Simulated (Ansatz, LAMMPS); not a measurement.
# A frame of liquid (Rb,Li,Na)Br from 1000 K, run at 600 K (90 atoms): a short ab initio trajectory

Aim: follow a frame of liquid (Rb,Li,Na)Br from 1000 K, run at 600 K (90 atoms) for a short time with forces from DFT, then look at structure and electrons in the last frame.

Calculated with Ansatz 0.2.0; Kohn-Sham DFT, PBE, PAW (set soft_2), plane waves.

## (1) Set-up

The cell holds 90 atoms: 12 Rb, 10 Li, 23 Na and 45 Br. Cell: a = 14.887 Å, b = 14.887 Å, c = 14.887 Å, α = 90.0°, β = 90.0°, γ = 90.0°. 90 atoms (12 Rb, 10 Li, 23 Na, 45 Br) placed at random at 2.63 g/cm³, melted at 1800 K for 10 ps at fixed volume with the Lennard-Jones and Coulomb ion parameters for SPC/E (Joung and Cheatham, J. Phys. Chem. B 112, 9020 (2008)), full charges. Snapshot at the end of a hold of 20 ps at 1000 K and fixed volume.

What the set-up can't give: The starting topology of bonds comes from the classical model, and needn't be the one that DFT or experiment would give. The cell was made at 1000 K but the dynamics is set to 600 K: the trajectory isn't one at 1000 K. The ion parameters were fitted for water, not for melts, so the starting structure of this cell may lie well off the real melt's. Only the Γ point is sampled, in a cell whose shortest periodic width is 15 Å.

## (2) Dynamics at 600 K

A Nosé–Hoover thermostat steers the temperature while disturbing the dynamics little. The time step is 1.0 fs.

input.yaml

```yaml
crystal:
  lattice:
    - [14.8869, 0.0, 0.0]
    - [0.0, 14.8869, 0.0]
    - [0.0, 0.0, 14.8869]
  atoms:
    - { symbol: Rb, position: [0.9656, 0.38059, 0.60508] }
    - { symbol: Rb, position: [0.88704, 0.62175, 0.80762] }
    - { symbol: Rb, position: [0.65983, 0.39313, 0.7045] }
    - { symbol: Rb, position: [0.21231, 0.80291, 0.21977] }
    [... 80 atom lines left out ...]
    - { symbol: Br, position: [0.20881, 0.84883, 0.9944] }
    - { symbol: Br, position: [0.11378, 0.26205, 0.11387] }
    - { symbol: Br, position: [0.64066, 0.66696, 0.42162] }
    - { symbol: Br, position: [0.03576, 0.52124, 0.01397] }
    - { symbol: Br, position: [0.17003, 0.54973, 0.24322] }
    - { symbol: Br, position: [0.78172, 0.03139, 0.04249] }
kpoints:
  mp_grid: { grid: [1, 1, 1] }
hamiltonian:
  xc: pbe
scf:
  occupations: { method: fixed }
output:
  forces: true
  stress: true
md:
  timestep: 1.0
  n_steps: 64
  ensemble: nvt_nose_hoover
  temperature: 600
  initial_velocities: maxwell_boltzmann
  seed: 9040
```

Started as:

```bash
> ansatz run input.yaml --threads 4 --pin off --max-ram 8192MiB --backend cpu --events-out ev --progress --plain --runs-dir out
```

Wall time 34 min (4 threads of Arm Neoverse N1, shared host); peak memory 3.8 GiB.

The program notes that the SCF threshold is loose for the stress and it switched symmetry off.

The trajectory, sampled:

```
time (fs)  T (K)  potential (meV/atom)  conserved (meV/atom)
      0.0    600                   0.0                  0.00
      4.0    604                  -0.6                  0.00
      9.0    604                  -0.5                  0.00
     13.0    600                   0.0                  0.00
     17.0    595                   0.6                  0.00
     21.0    591                   1.2                  0.00
     26.0    587                   1.7                  0.00
     30.0    583                   2.1                  0.00
     34.0    579                   2.8                  0.00
     38.0    572                   3.6                  0.00
     43.0    562                   4.9                  0.00
     47.0    553                   6.1                  0.00
     51.0    544                   7.3                  0.00
     55.0    537                   8.4                  0.00
     60.0    531                   9.2                  0.00
     64.0    532                   9.3                  0.00
```

Mean square displacement from the first frame to the last: Rb 0.082 Å², Li 0.40 Å², Na 0.23 Å², Br 0.061 Å².

Mean square displacement against time lag:

```
time lag (fs)  Br (Å²)  Li (Å²)  Na (Å²)  Rb (Å²)
          1.0   1.6e-5   1.9e-4   6.5e-5   2.1e-5
          3.0   1.5e-4  0.00170   5.9e-4   1.9e-4
          4.0   2.6e-4  0.00302  0.00104   3.4e-4
          7.0   8.1e-4  0.00923  0.00318  0.00104
         10.0  0.00165   0.0187  0.00649  0.00212
         12.0  0.00237   0.0269  0.00932  0.00305
         13.0  0.00278   0.0314   0.0109  0.00358
         16.0  0.00420   0.0471   0.0165  0.00540
         19.0  0.00591   0.0655   0.0232  0.00760
         20.0  0.00654   0.0722   0.0257  0.00841
         22.0  0.00790   0.0864   0.0309   0.0102
         25.0   0.0102    0.109   0.0397   0.0131
         28.0   0.0127    0.134   0.0496   0.0164
         29.0   0.0136    0.143   0.0530   0.0175
         32.0   0.0165    0.169   0.0641   0.0213
```

Over the second half of 64 fs the temperature averages 553 K, falling from about 576 to 532 K (means over the first and last quarter of that half). The conserved energy stays within 0.00 meV/atom. From first frame to last Li has the largest mean square displacement, 0.40 Å² at the end; the farthest move is 0.99 Å. The run spans 0.06 ps, too short for its means to be equilibrium values.

## (3) Distances and neighbours late in the run

The g(r) is a mean over the second half.

Density 2.63 g/cm³, 36.66 Å³ an atom.

Mean of 18 frames. Pair distribution functions g(r), in bins of 0.2 Å:

```
r (Å)  total  Br-Br  Br-Na  Br-Rb  Br-Li  Na-Na  Na-Rb
 2.20   0.04   0.00   0.00   0.00   0.34   0.00   0.00
 2.40   0.76   0.00   0.08   0.00   6.70   0.00   0.00
 2.60   0.86   0.00   0.84   0.00   5.79   0.00   0.00
 2.80   1.15   0.00   3.54   0.00   2.22   0.00   0.00
 3.00   1.67   0.00   5.92   0.44   0.66   0.00   0.00
 3.20   0.98   0.00   2.02   1.76   1.13   0.59   0.00
 3.40   1.18   0.00   1.55   4.12   0.22   0.81   0.32
 3.60   0.78   0.23   0.67   2.38   0.00   1.61   0.59
 3.80   1.14   1.53   0.62   2.48   0.11   1.06   0.66
 4.00   1.25   2.58   0.33   1.28   0.41   1.57   0.66
 4.20   1.28   2.45   0.38   1.10   0.45   1.73   2.09
 4.40   1.02   1.52   0.48   0.43   0.41   1.04   2.46
 4.60   1.04   1.77   0.48   0.85   0.23   1.03   1.65
 4.80   0.69   0.95   0.49   0.40   0.27   0.58   0.86
 5.00   1.02   1.13   0.51   0.82   1.32   1.18   1.89
 5.20   0.98   0.80   0.66   0.51   1.23   1.04   2.07
 5.40   0.91   1.03   0.48   0.57   1.31   1.06   0.83
 5.60   0.93   0.93   0.79   0.61   1.15   1.52   1.34
 5.80   0.88   0.60   1.23   0.30   1.24   1.52   0.92
 6.00   0.96   0.82   1.27   0.66   1.78   0.81   0.57
 6.20   0.95   0.97   1.21   0.59   1.15   0.80   1.05
 6.40   0.94   0.67   1.27   1.04   1.27   0.81   0.85
 6.60   1.29   1.07   1.55   1.67   1.56   0.92   1.09
 6.80   0.98   0.57   1.20   1.64   0.94   0.92   0.53
 7.00   0.99   0.71   1.21   1.48   0.93   0.85   0.41
 7.20   0.98   0.84   1.21   1.20   0.67   0.73   0.89
```

## (4) Single point at the last frame

The last frame is solved again with fuller output, to read the electronic structure of a thermally displaced geometry.

input.yaml

```yaml
crystal:
  lattice:
    - [14.8869, 0.0, 0.0]
    - [0.0, 14.8869, 0.0]
    - [0.0, 0.0, 14.8869]
  atoms:
    - { symbol: Rb, position: [0.95203, 0.4027, 0.61462] }
    - { symbol: Rb, position: [0.88743, 0.62962, 0.79899] }
    - { symbol: Rb, position: [0.6518, 0.3857, 0.69373] }
    - { symbol: Rb, position: [0.21798, 0.77389, 0.20973] }
    [... 80 atom lines left out ...]
    - { symbol: Br, position: [0.21751, 0.85719, 0.99708] }
    - { symbol: Br, position: [0.09427, 0.26339, 0.09553] }
    - { symbol: Br, position: [0.65021, 0.67999, 0.41081] }
    - { symbol: Br, position: [0.02875, 0.53483, 0.0221] }
    - { symbol: Br, position: [0.17364, 0.52413, 0.24618] }
    - { symbol: Br, position: [0.77632, 0.02426, 0.04269] }
kpoints:
  mp_grid: { grid: [1, 1, 1] }
hamiltonian:
  xc: pbe
scf:
  occupations: { method: fixed }
output:
  forces: true
  stress: true
  populations: true
  dos:
    method: { smearing: { sigma: 0.15 } }
    de: 0.1
    projected: { site_lists: { Br: [Br], Li: [Li], Na: [Na], Rb: [Rb] } }
  eigenvalues: true
  write_density: true
  write_potential: true
  volumetric_format: npy
```

Wall time 88 s (4 threads); peak memory 3.8 GiB; 5.7 min of CPU time.

The program notes that the exchange-correlation potential is rough where the density is thin.

Numbers from this run:

| Item | Value |
| --- | --- |
| free energy | -200818.5159 eV |
| free energy per atom | -2231.3168 eV/atom |
| SCF cycles | 7 |
| pressure | -0.04578 GPa |
| r.m.s. force component | 0.2916 eV/Å |
| longest force | 1.5 eV/Å |
| Fermi energy | 0.7047 eV |
| gap (highest filled to lowest empty level) | 2.894 eV |
| spilling of the projection | 0.003481 |

Length of the force by element:

```
element  coordination  atoms  mean length of the force (eV/Å)  spread   least   most
     Br           all     45                            0.440   0.262  0.0817   1.29
     Li           all     10                            0.491   0.206   0.165  0.811
     Na           all     23                            0.408   0.327  0.0887   1.50
     Rb           all     12                            0.372   0.173   0.144  0.713
```

Löwdin charges by element (they lack the spilled electrons, 0.026 e an atom on average):

```
element  coordination  atoms  mean charge (e)  spread   least    most
     Br           all     45           -0.641  0.0217  -0.684  -0.601
     Li           all     10            0.644  0.0167   0.622   0.674
     Na           all     23            0.679  0.0209   0.638   0.729
     Rb           all     12            0.758  0.0104   0.736   0.773
```

Density of states as counts of states in windows of 1 eV (from the Fermi level), total and the larger projections:

```
from (eV)  to (eV)  total   Br p  Na s  Rb p  Br s
      -18      -15    0.0    0.0   0.0   0.0   0.0
      -15      -14    0.2    0.0   0.0   0.0   0.2
      -14      -13   53.8    0.0   1.8   0.2  49.7
      -13      -12   35.9    0.0   0.8   0.2  34.0
      -12      -11    0.2    0.0   0.0   0.0   0.1
      -11      -10   38.2    0.2   0.0  37.7   0.2
      -10       -9   33.8    0.3   0.0  33.2   0.2
       -9       -8    0.1    0.0   0.0   0.1   0.0
       -8       -4    0.0    0.0   0.0   0.0   0.0
       -4       -3    0.1    0.1   0.0   0.0   0.0
       -3       -2   55.6   50.5   2.3   0.1   0.3
       -2       -1  133.9  128.4   2.1   0.3   0.3
       -1        0   79.6   78.0   0.4   0.1   0.1
        0        1    0.9    0.9   0.0   0.0   0.0
        1        2    0.0    0.0   0.0   0.0   0.0
        2        3    1.8    0.0   0.7   0.0   0.3
        3        4    6.2    0.6   2.7   0.0   0.5
        4        5   28.7    2.4  10.8   0.1   1.6
```

With fixed occupations the program's Fermi level is the highest filled level; weight inside the gap is the broadening of levels at its edges.

Between -26 and -18 eV lie 151 more states.

The stored curve holds about 583 of the 660 electrons; the rest, give or take the few that broadening carries across the Fermi level, lie in deeper levels below its range.

The levels nearest the highest filled one (over half full), pooled over k-points and spins:

```
level less the highest filled one (eV)  occupation
                                -0.379           2
                                -0.321           2
                                -0.305           2
                                -0.224           2
                                -0.160           2
                                     0           2
                                  2.89           0
                                  3.87           0
                                  3.92           0
                                  4.00           0
                                  4.06           0
                                  4.14           0
```

Mean Löwdin charges: Br -0.64, Li +0.64, Na +0.68, Rb +0.76 e (they miss 0.35 % of the electrons, so they add up to more than the cell's charge). The largest share in the top eV of filled states is Br p (99 % of the projected weight), and in the lowest eV of empty states Na s (47 % of the projected weight).

## (5) What came out

```yaml
mean_temperature_second_half: 552.5 K
temperature_swing_second_half: 17.26 K
mean_pressure_second_half: 0.1259 GPa
slope_of_the_conserved_energy_against_time_by_least_squares: 0.0594 meV/atom/ps
free_energy_per_atom: -2231.3168 eV/atom
pressure: -0.04578 GPa
r_m_s_force_component: 0.2916 eV/Å
spacing_of_highest_filled_and_lowest_empty_level: 2.894 eV
wall_time_of_the_2_dft_runs: 36 min
```

In words: Over the second half of 64 fs the temperature averages 553 K, falling from about 576 to 532 K (means over the first and last quarter of that half). The conserved energy stays within 0.00 meV/atom. The run spans 0.06 ps, too short for its means to be equilibrium values. The highest filled and lowest empty levels differ by 2.89 eV (at Γ alone); a semilocal functional tends to put such gaps too low. In a disordered cell it changes from sample to sample and from frame to frame.

**Limits.** The pressure of a single frame lacks the kinetic term, about 0.21 GPa here.

[Logs are printed without paths, hosts, clocks, repeated set-up lines and the standing remarks that a program may print on its own settings, such as how far it seeks lower states.]

[Hosts, paths, dates, database ids (printed as entryN), source tags and the programs' standing remarks are cut or masked in the printed files.]
